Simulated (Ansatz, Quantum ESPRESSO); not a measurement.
# Zr(0001), 4 layers, one monolayer of Se on hcp sites: vacuum level and surface dipole, part 4 of 6

How much energy does it take to lift an electron out of Zr(0001), 4 layers, one monolayer of Se on hcp sites, and how far do the settings matter?

Quantum ESPRESSO 7.5; plane-wave DFT, PBE, GBRV ultrasoft pseudopotentials; geometry and cross-check by Ansatz 0.2.0 with PAW datasets.

So far. Step 7 (SCF with pw.x: open boundaries by the effective …): The upper level is 5.471 eV against 5.485 eV from the periodic run.

### Step 8. Self-consistent run: PBE, PseudoDojo norm-conserving

Next, another level on the same atoms.

Level of this step: plane-wave DFT, PBE, PseudoDojo norm-conserving pseudopotentials (Quantum ESPRESSO 7.5).

Contents of dojo-pbe.in:

```
&control
  prefix = 'dojo-pbe'
  outdir = './out'
  pseudo_dir = './pseudo'
  calculation = 'scf'
  tprnfor = .true.
/
&system
  ibrav = 0
  nat = 5
  ntyp = 2
  ecutwfc = 78
  ecutrho = 312
  occupations = 'smearing'
  smearing = 'mv'
  degauss = 0.02
  assume_isolated = 'esm'
  esm_bc = 'bc1'
/
&electrons
  conv_thr = 1e-07
  mixing_beta = 0.4
  electron_maxstep = 120
  mixing_mode = 'local-TF'
/
ATOMIC_SPECIES
  Zr  91.2240  Zr.dojo-sr-pbe-0.4.1-standard.upf
  Se  78.9710  Se.dojo-sr-pbe-0.4.1-standard.upf
CELL_PARAMETERS angstrom
  3.22999999998630 0.00000000000000 0.00000000000000
  1.61499999999315 2.79726205421187 0.00000000000000
  0.00000000000000 0.00000000000000 26.71808500000000
ATOMIC_POSITIONS crystal
  Zr  0.666666666667 0.666666666667 -0.182845471314
  Zr  -0.000000000000 -0.000000000000 -0.086555074714
  Zr  0.666666666667 0.666666666667 0.012342633780
  Zr  -0.000000000000 -0.000000000000 0.108899398665
  Se  0.666666666667 0.666666666667 0.182845471314
K_POINTS automatic
  12 12 1 0 0 0
```

Command:

```console
OMP_NUM_THREADS=1 mpirun -n 4 pw.x -nk 4 -in dojo-pbe.in > dojo-pbe.out
```

The log of the run:

```text
[banner, memory and clock lines left out]
Program PWSCF v.7.5 starts
[citation notice left out]

[...]
Message from routine setup:
[...]
bravais-lattice index     =            0
     lattice parameter (alat)  =       6.1038  a.u.
     unit-cell volume          =    1629.0620 (a.u.)^3
     number of atoms/cell      =            5
     number of atomic types    =            2
     number of electrons       =        64.00
     number of Kohn-Sham states=           38
     kinetic-energy cutoff     =      78.0000  Ry
     charge density cutoff     =     312.0000  Ry
     scf convergence threshold =      1.0E-07
     mixing beta               =       0.4000
     number of iterations used =            8  local-TF  mixing
     Exchange-correlation= PBE
                           (   1   4   3   4   0   0   0)

     Effective Screening Medium Method
     Boundary Conditions: Vacuum-Slab-Vacuum
     total charge in unit cell        =   0.0000
     grid points for fit at edges     =        4

[...]
PseudoPot. # 1 for Zr read from file:
     ./pseudo/Zr.dojo-sr-pbe-0.4.1-standard.upf
     Pseudo is Norm-conserving + core correction, Zval = 12.0
     Generated using ONCVPSP code by D. R. Hamann
     Using radial grid of 1622 points,  6 beta functions with:
                l(1) =   0
                l(2) =   0
                l(3) =   1
                l(4) =   1
                l(5) =   2
                l(6) =   2

     PseudoPot. # 2 for Se read from file:
     ./pseudo/Se.dojo-sr-pbe-0.4.1-standard.upf
     Pseudo is Norm-conserving + core correction, Zval = 16.0
     Generated using ONCVPSP code by D. R. Hamann
     Using radial grid of 1214 points,  6 beta functions with:
                l(1) =   0
                l(2) =   0
                l(3) =   1
                l(4) =   1
                l(5) =   2
                l(6) =   2

     atomic species   valence    mass     pseudopotential
     Zr               12.00    91.22400     Zr( 1.00)
     Se               16.00    78.97100     Se( 1.00)

      6 Sym. Ops. (no inversion) found

[...]
number of k points=    19  Marzari-Vanderbilt smearing, width (Ry)=  0.0200
[...]
Dense  grid:   151507 G-vectors     FFT dimensions: (  36,  36, 288)

     Initial potential from superposition of free atoms

     starting charge      63.9905, renormalised to      64.0000

     negative rho (up, down):  1.741E-05 0.000E+00
     Starting wfcs are   49 randomized atomic wfcs

     per-process dynamical memory:   158.5 Mb

     Self-consistent Calculation

     iteration #  1     ecut=    78.00 Ry     beta= 0.40
     Davidson diagonalization with overlap
     ethr =  1.00E-02,  avg # of iterations =  2.0

     total energy              =    -647.12987918 Ry
     estimated scf accuracy    <       1.66502409 Ry

     iteration #  2     ecut=    78.00 Ry     beta= 0.40
[...]
total energy              =    -647.19403365 Ry
     estimated scf accuracy    <       0.33563540 Ry

     iteration #  3     ecut=    78.00 Ry     beta= 0.40
[...]
total energy              =    -647.46049074 Ry
     estimated scf accuracy    <       0.30014960 Ry

     iteration #  4     ecut=    78.00 Ry     beta= 0.40
[...]
total energy              =    -647.37228537 Ry
     estimated scf accuracy    <       0.28370543 Ry

     iteration #  5     ecut=    78.00 Ry     beta= 0.40
[...]
c_bands:  1 eigenvalues not converged
[...]
total energy              =    -647.40864954 Ry
     estimated scf accuracy    <       0.10989553 Ry

     iteration #  6     ecut=    78.00 Ry     beta= 0.40
[...]
c_bands:  2 eigenvalues not converged
[...]
total energy              =    -647.42756856 Ry
     estimated scf accuracy    <       0.03062789 Ry

[...]
iteration # 39     ecut=    78.00 Ry     beta= 0.40
[...]
c_bands:  1 eigenvalues not converged
[...]
negative rho (up, down):  4.841E-05 0.000E+00

[...]
total energy              =    -647.44563917 Ry
     estimated scf accuracy    <       0.00000199 Ry

     iteration # 40     ecut=    78.00 Ry     beta= 0.40
[...]
negative rho (up, down):  4.551E-05 0.000E+00

[...]
total energy              =    -647.44563916 Ry
     estimated scf accuracy    <       0.00000324 Ry

     iteration # 41     ecut=    78.00 Ry     beta= 0.40
[...]
negative rho (up, down):  1.277E-05 0.000E+00

[...]
total energy              =    -647.44564793 Ry
     estimated scf accuracy    <       0.00000112 Ry

     iteration # 42     ecut=    78.00 Ry     beta= 0.40
[...]
End of self-consistent calculation

          k = 0.0000 0.0000 0.0000 ( 18999 PWs)   bands (ev):

   -53.8809 -53.5540 -53.4687 -53.3437 -52.1067 -52.1067 -52.0540 -52.0540
   -52.0331 -32.1307 -31.8243 -31.5104 -31.5104 -31.4954 -31.2201 -31.2201
   -31.1989 -31.1399 -31.1399 -31.0496 -31.0496 -18.3616 -10.0658  -9.4435
    -8.6139  -7.9086  -5.9395  -4.9307  -4.6267  -4.6267  -4.4330  -4.2069
    -3.9654  -3.9653  -3.9478  -3.8483  -3.8475  -3.4500

          k = 0.0000 0.0962 0.0000 ( 19015 PWs)   bands (ev):

   -53.8751 -53.5479 -53.4632 -53.3387 -52.1066 -52.1063 -52.0540 -52.0540
   -52.0330 -32.1178 -31.8150 -31.5671 -31.5216 -31.4878 -31.2665 -31.2318
   -31.2201 -31.1645 -31.1510 -31.0928 -31.0590 -18.2766  -9.8803  -9.2753
    -8.4502  -7.7287  -5.9785  -5.1170  -4.8943  -4.5929  -4.4804  -4.4169
    -4.2356  -3.9878  -3.8580  -3.8069  -3.7043  -3.5699

[...]
the Fermi energy is    -4.8419 ev

!    total energy              =    -647.44565207 Ry
     estimated scf accuracy    <       0.00000008 Ry
     smearing contrib. (-TS)   =       0.00040908 Ry
     internal energy E=F+TS    =    -647.44606114 Ry

     The total energy is F=E-TS. E is the sum of the following terms:
     one-electron contribution =   12313.27440113 Ry
     hartree contribution      =   -6175.37269960 Ry
     xc contribution           =    -128.48614821 Ry
     ewald contribution        =   -6656.86161446 Ry

     convergence has been achieved in  42 iterations

     Forces acting on atoms (cartesian axes, Ry/au):

     atom    1 type  1   force =     0.00000000    0.00000000    0.01856545
     atom    2 type  1   force =     0.00000000    0.00000000   -0.01916038
     atom    3 type  1   force =     0.00000000    0.00000000    0.00084393
     atom    4 type  1   force =     0.00000000    0.00000000   -0.00294425
     atom    5 type  2   force =     0.00000000    0.00000000    0.00231551

     Total force =     0.026954     Total SCF correction =     0.001962

[...]
```

The job ended after 5.4 min (4 MPI ranks of Arm Neoverse V2, shared host; peak memory 0.96 GiB).

Read from the output:

- free energy: -8808.9469 eV
- Fermi energy: -4.842 eV
- vacuum line at the lower end of the cell, over the Fermi level: 4.201 eV
- vacuum line at the upper end of the cell, over the Fermi level: 5.483 eV

Electrostatic potential energy of an electron; zero at the Fermi level. Potential energy, planar mean against z:

```
z (Å)  potential energy, planar mean (eV)
-13.0                                4.20
-12.5                                4.20
-12.0                                4.20
-11.5                                4.20
-11.0                                4.20
-10.5                                4.20
-10.0                                4.20
 -9.5                                4.20
 -9.0                                4.19
 -8.5                                4.18
 -8.0                                4.13
 -7.5                                3.99
 -7.0                                3.57
 -6.5                                2.45
 -6.0                              -0.594
 -5.5                               -9.32
 -5.0                               -26.1
 -4.5                               -17.2
 -4.0                               -2.82
 -3.5                              -0.271
 -3.0                               -6.68
 -2.5                               -24.1
 -2.0                               -20.1
 -1.5                               -4.19
 -1.0                             0.00641
 -0.5                               -3.81
  0.0                               -19.4
  0.5                               -24.4
  1.0                               -7.09
  1.5                              -0.293
  2.0                               -2.44
  2.5                               -16.3
  3.0                               -26.2
  3.5                               -9.83
  4.0                               -2.49
  4.5                               -8.94
  5.0                               -12.8
  5.5                               -3.03
  6.0                                3.50
  6.5                                5.06
  7.0                                5.39
  7.5                                5.46
  8.0                                5.48
  8.5                                5.48
  9.0                                5.48
  9.5                                5.48
 10.0                                5.48
 10.5                                5.48
 11.0                                5.48
 11.5                                5.48
 12.0                                5.48
 12.5                                5.48
 13.0                                5.48
```

The upper face goes from 5.471 eV (PBE, GBRV) to 5.483 eV, a change of +0.012 eV, a small one, from the pseudopotentials and their cutoffs.

### Step 9. Self-consistent run: Wu-Cohen, GBRV ultrasoft

Level of this step: plane-wave DFT, Wu-Cohen, GBRV ultrasoft pseudopotentials made under PBE (Quantum ESPRESSO 7.5). input_dft overrides the functional of the files.

gbrv-wc.in, as its differences from the input of step 8:

```diff
@@ -1,3 +1,3 @@
 &control
-  prefix = 'dojo-pbe'
+  prefix = 'gbrv-wc'
   outdir = './out'
@@ -11,4 +11,5 @@
   ntyp = 2
-  ecutwfc = 78
-  ecutrho = 312
+  ecutwfc = 40
+  ecutrho = 200
+  input_dft = 'wc'
   occupations = 'smearing'
@@ -26,4 +27,4 @@
 ATOMIC_SPECIES
-  Zr  91.2240  Zr.dojo-sr-pbe-0.4.1-standard.upf
-  Se  78.9710  Se.dojo-sr-pbe-0.4.1-standard.upf
+  Zr  91.2240  zr_pbe_v1.uspp.F.UPF
+  Se  78.9710  se_pbe_v1.uspp.F.UPF
 CELL_PARAMETERS angstrom
```

Command:

```console
OMP_NUM_THREADS=1 mpirun -n 4 pw.x -nk 4 -in gbrv-wc.in > gbrv-wc.out
```

The log of the run:

```text
[banner, memory and clock lines left out]
Program PWSCF v.7.5 starts
[citation notice left out]

[...]
Message from routine setup:
[...]
bravais-lattice index     =            0
     lattice parameter (alat)  =       6.1038  a.u.
     unit-cell volume          =    1629.0620 (a.u.)^3
     number of atoms/cell      =            5
     number of atomic types    =            2
     number of electrons       =        54.00
     number of Kohn-Sham states=           32
     kinetic-energy cutoff     =      40.0000  Ry
     charge density cutoff     =     200.0000  Ry
     scf convergence threshold =      1.0E-07
     mixing beta               =       0.4000
     number of iterations used =            8  local-TF  mixing
     Exchange-correlation= WC
                           (   1   4  11   4   0   0   0)

     Effective Screening Medium Method
     Boundary Conditions: Vacuum-Slab-Vacuum
     total charge in unit cell        =   0.0000
     grid points for fit at edges     =        4

[...]
PseudoPot. # 1 for Zr read from file:
     ./pseudo/zr_pbe_v1.uspp.F.UPF
     Pseudo is Ultrasoft + core correction, Zval = 12.0
     Generated by new atomic code, or converted to UPF format
     Using radial grid of  887 points,  6 beta functions with:
                l(1) =   0
                l(2) =   0
                l(3) =   1
                l(4) =   1
                l(5) =   2
                l(6) =   2
     Q(r) pseudized with  6 coefficients,  rinner =    1.200   1.200   1.200
                                                       1.200   1.200

     PseudoPot. # 2 for Se read from file:
     ./pseudo/se_pbe_v1.uspp.F.UPF
     Pseudo is Ultrasoft + core correction, Zval =  6.0
     Generated by new atomic code, or converted to UPF format
     Using radial grid of  877 points,  6 beta functions with:
                l(1) =   0
                l(2) =   0
                l(3) =   1
                l(4) =   1
                l(5) =   2
                l(6) =   2
     Q(r) pseudized with  8 coefficients,  rinner =    1.300   1.300   1.300
                                                       1.300   1.300

     atomic species   valence    mass     pseudopotential
     Zr               12.00    91.22400     Zr( 1.00)
     Se                6.00    78.97100     Se( 1.00)

      6 Sym. Ops. (no inversion) found

[...]
number of k points=    19  Marzari-Vanderbilt smearing, width (Ry)=  0.0200
[...]
Dense  grid:    77813 G-vectors     FFT dimensions: (  27,  27, 240)

     Smooth grid:    55835 G-vectors     FFT dimensions: (  25,  25, 216)

     Initial potential from superposition of free atoms

     starting charge      53.9913, renormalised to      54.0000

     negative rho (up, down):  2.430E-01 0.000E+00
     Starting wfcs are   56 randomized atomic wfcs

     per-process dynamical memory:    68.8 Mb

     Self-consistent Calculation

     iteration #  1     ecut=    40.00 Ry     beta= 0.40
     Davidson diagonalization with overlap
     ethr =  1.00E-02,  avg # of iterations =  1.1

     negative rho (up, down):  2.422E-01 0.000E+00

     total energy              =    -439.69334786 Ry
     estimated scf accuracy    <       2.86933837 Ry

     iteration #  2     ecut=    40.00 Ry     beta= 0.40
[...]
negative rho (up, down):  2.414E-01 0.000E+00

[...]
total energy              =    -439.70248395 Ry
     estimated scf accuracy    <       0.71433801 Ry

     iteration #  3     ecut=    40.00 Ry     beta= 0.40
[...]
negative rho (up, down):  2.417E-01 0.000E+00

[...]
total energy              =    -439.73216257 Ry
     estimated scf accuracy    <       0.27171639 Ry

     iteration #  4     ecut=    40.00 Ry     beta= 0.40
[...]
negative rho (up, down):  2.422E-01 0.000E+00

[...]
total energy              =    -439.76527881 Ry
     estimated scf accuracy    <       0.17270495 Ry

     iteration #  5     ecut=    40.00 Ry     beta= 0.40
[...]
negative rho (up, down):  2.440E-01 0.000E+00

[...]
total energy              =    -439.74333194 Ry
     estimated scf accuracy    <       0.15826322 Ry

     iteration #  6     ecut=    40.00 Ry     beta= 0.40
[...]
c_bands:  1 eigenvalues not converged
     c_bands:  1 eigenvalues not converged
[...]
negative rho (up, down):  2.441E-01 0.000E+00

[...]
total energy              =    -439.79118475 Ry
     estimated scf accuracy    <       0.95993121 Ry

[...]
iteration # 38     ecut=    40.00 Ry     beta= 0.40
[...]
negative rho (up, down):  2.462E-01 0.000E+00

[...]
total energy              =    -439.79014213 Ry
     estimated scf accuracy    <       0.00000055 Ry

     iteration # 39     ecut=    40.00 Ry     beta= 0.40
[...]
negative rho (up, down):  2.462E-01 0.000E+00

[...]
total energy              =    -439.79014724 Ry
     estimated scf accuracy    <       0.00000034 Ry

     iteration # 40     ecut=    40.00 Ry     beta= 0.40
[...]
negative rho (up, down):  2.462E-01 0.000E+00

[...]
total energy              =    -439.79014384 Ry
     estimated scf accuracy    <       0.00000022 Ry

     iteration # 41     ecut=    40.00 Ry     beta= 0.40
[...]
negative rho (up, down):  2.462E-01 0.000E+00

[...]
End of self-consistent calculation

          k = 0.0000 0.0000 0.0000 (  6965 PWs)   bands (ev):

   -53.8011 -53.4688 -53.3849 -53.2561 -32.0840 -31.7768 -31.4565 -31.4565
   -31.4419 -31.1624 -31.1624 -31.1419 -31.0837 -31.0837 -30.9892 -30.9892
   -18.4301 -10.1226  -9.5026  -8.6718  -7.9706  -5.9862  -4.9808  -4.6851
    -4.6851  -4.4897  -4.2446  -4.0293  -4.0268  -3.9997  -3.9126  -3.9102

          k = 0.0000 0.0962 0.0000 (  6947 PWs)   bands (ev):

   -53.7952 -53.4626 -53.3793 -53.2509 -32.0708 -31.7673 -31.5143 -31.4678
   -31.4344 -31.2095 -31.1744 -31.1636 -31.1087 -31.0949 -31.0331 -30.9988
   -18.3449  -9.9362  -9.3334  -8.5068  -7.7892  -6.0269  -5.1722  -4.9481
    -4.6498  -4.5317  -4.4682  -4.2918  -4.0483  -3.9178  -3.8699  -3.7638

[...]
the Fermi energy is    -4.8959 ev

!    total energy              =    -439.79014416 Ry
     estimated scf accuracy    <       0.00000004 Ry
     smearing contrib. (-TS)   =       0.00035435 Ry
     internal energy E=F+TS    =    -439.79049850 Ry

     The total energy is F=E-TS. E is the sum of the following terms:
     one-electron contribution =    8205.39529395 Ry
     hartree contribution      =   -4116.74957055 Ry
     xc contribution           =    -100.24731164 Ry
     ewald contribution        =   -4428.18891026 Ry

     convergence has been achieved in  41 iterations

     negative rho (up, down):  2.462E-01 0.000E+00

     Forces acting on atoms (cartesian axes, Ry/au):

     atom    1 type  1   force =     0.00000000    0.00000000    0.02616857
     atom    2 type  1   force =     0.00000000    0.00000000   -0.01924167
     atom    3 type  1   force =     0.00000000    0.00000000    0.00099769
     atom    4 type  1   force =     0.00000000    0.00000000   -0.00023000
     atom    5 type  2   force =     0.00000000    0.00000000   -0.00755215

     Total force =     0.033363     Total SCF correction =     0.001026

[...]
```

Run time: 1.8 min. Hardware: 4 MPI ranks; peak memory 0.55 GiB.

This step gave:

- free energy: -5983.6497 eV
- Fermi energy: -4.896 eV
- vacuum line at the lower end of the cell, over the Fermi level: 4.256 eV
- vacuum line at the upper end of the cell, over the Fermi level: 5.536 eV

Electrostatic potential energy of an electron; zero at the Fermi level. The potential energy, planar mean by z:

```
z (Å)  potential energy, planar mean (eV)
-13.0                                4.26
-12.5                                4.26
-12.0                                4.26
-11.5                                4.26
-11.0                                4.26
-10.5                                4.26
-10.0                                4.26
 -9.5                                4.25
 -9.0                                4.25
 -8.5                                4.23
 -8.0                                4.19
 -7.5                                4.06
 -7.0                                3.66
 -6.5                                2.51
 -6.0                              -0.464
 -5.5                               -9.86
 -5.0                               -25.8
 -4.5                               -17.9
 -4.0                               -2.69
 -3.5                              -0.150
 -3.0                               -7.04
 -2.5                               -24.0
 -2.0                               -20.6
 -1.5                               -4.13
 -1.0                               0.168
 -0.5                               -3.89
  0.0                               -19.8
  0.5                               -24.3
  1.0                               -7.31
  1.5                              -0.194
  2.0                               -2.32
  2.5                               -16.6
  3.0                               -26.0
  3.5                               -10.2
  4.0                               -2.34
  4.5                               -10.8
  5.0                               -15.7
  5.5                               -3.31
  6.0                                3.61
  6.5                                5.12
  7.0                                5.45
  7.5                                5.52
  8.0                                5.53
  8.5                                5.54
  9.0                                5.54
  9.5                                5.54
 10.0                                5.54
 10.5                                5.54
 11.0                                5.54
 11.5                                5.54
 12.0                                5.54
 12.5                                5.54
 13.0                                5.54
```

The upper face goes from 5.471 eV (PBE, GBRV) to 5.536 eV, a change of +0.066 eV.

[end of part 4 of 6]

[Logs are printed without paths, hosts, clocks, repeated set-up lines and the standing remarks that a program may print on its own settings, such as how far it seeks lower states.]

[Hosts, paths, dates, database ids (printed as entryN), source tags and the programs' standing remarks are cut or masked in the printed files.]

[Maps of the electrostatic potential energy from Ansatz leave out the sawtooth potential of an applied field or a dipole correction, so their vacuum need not be flat; planar profiles and work functions include it.]
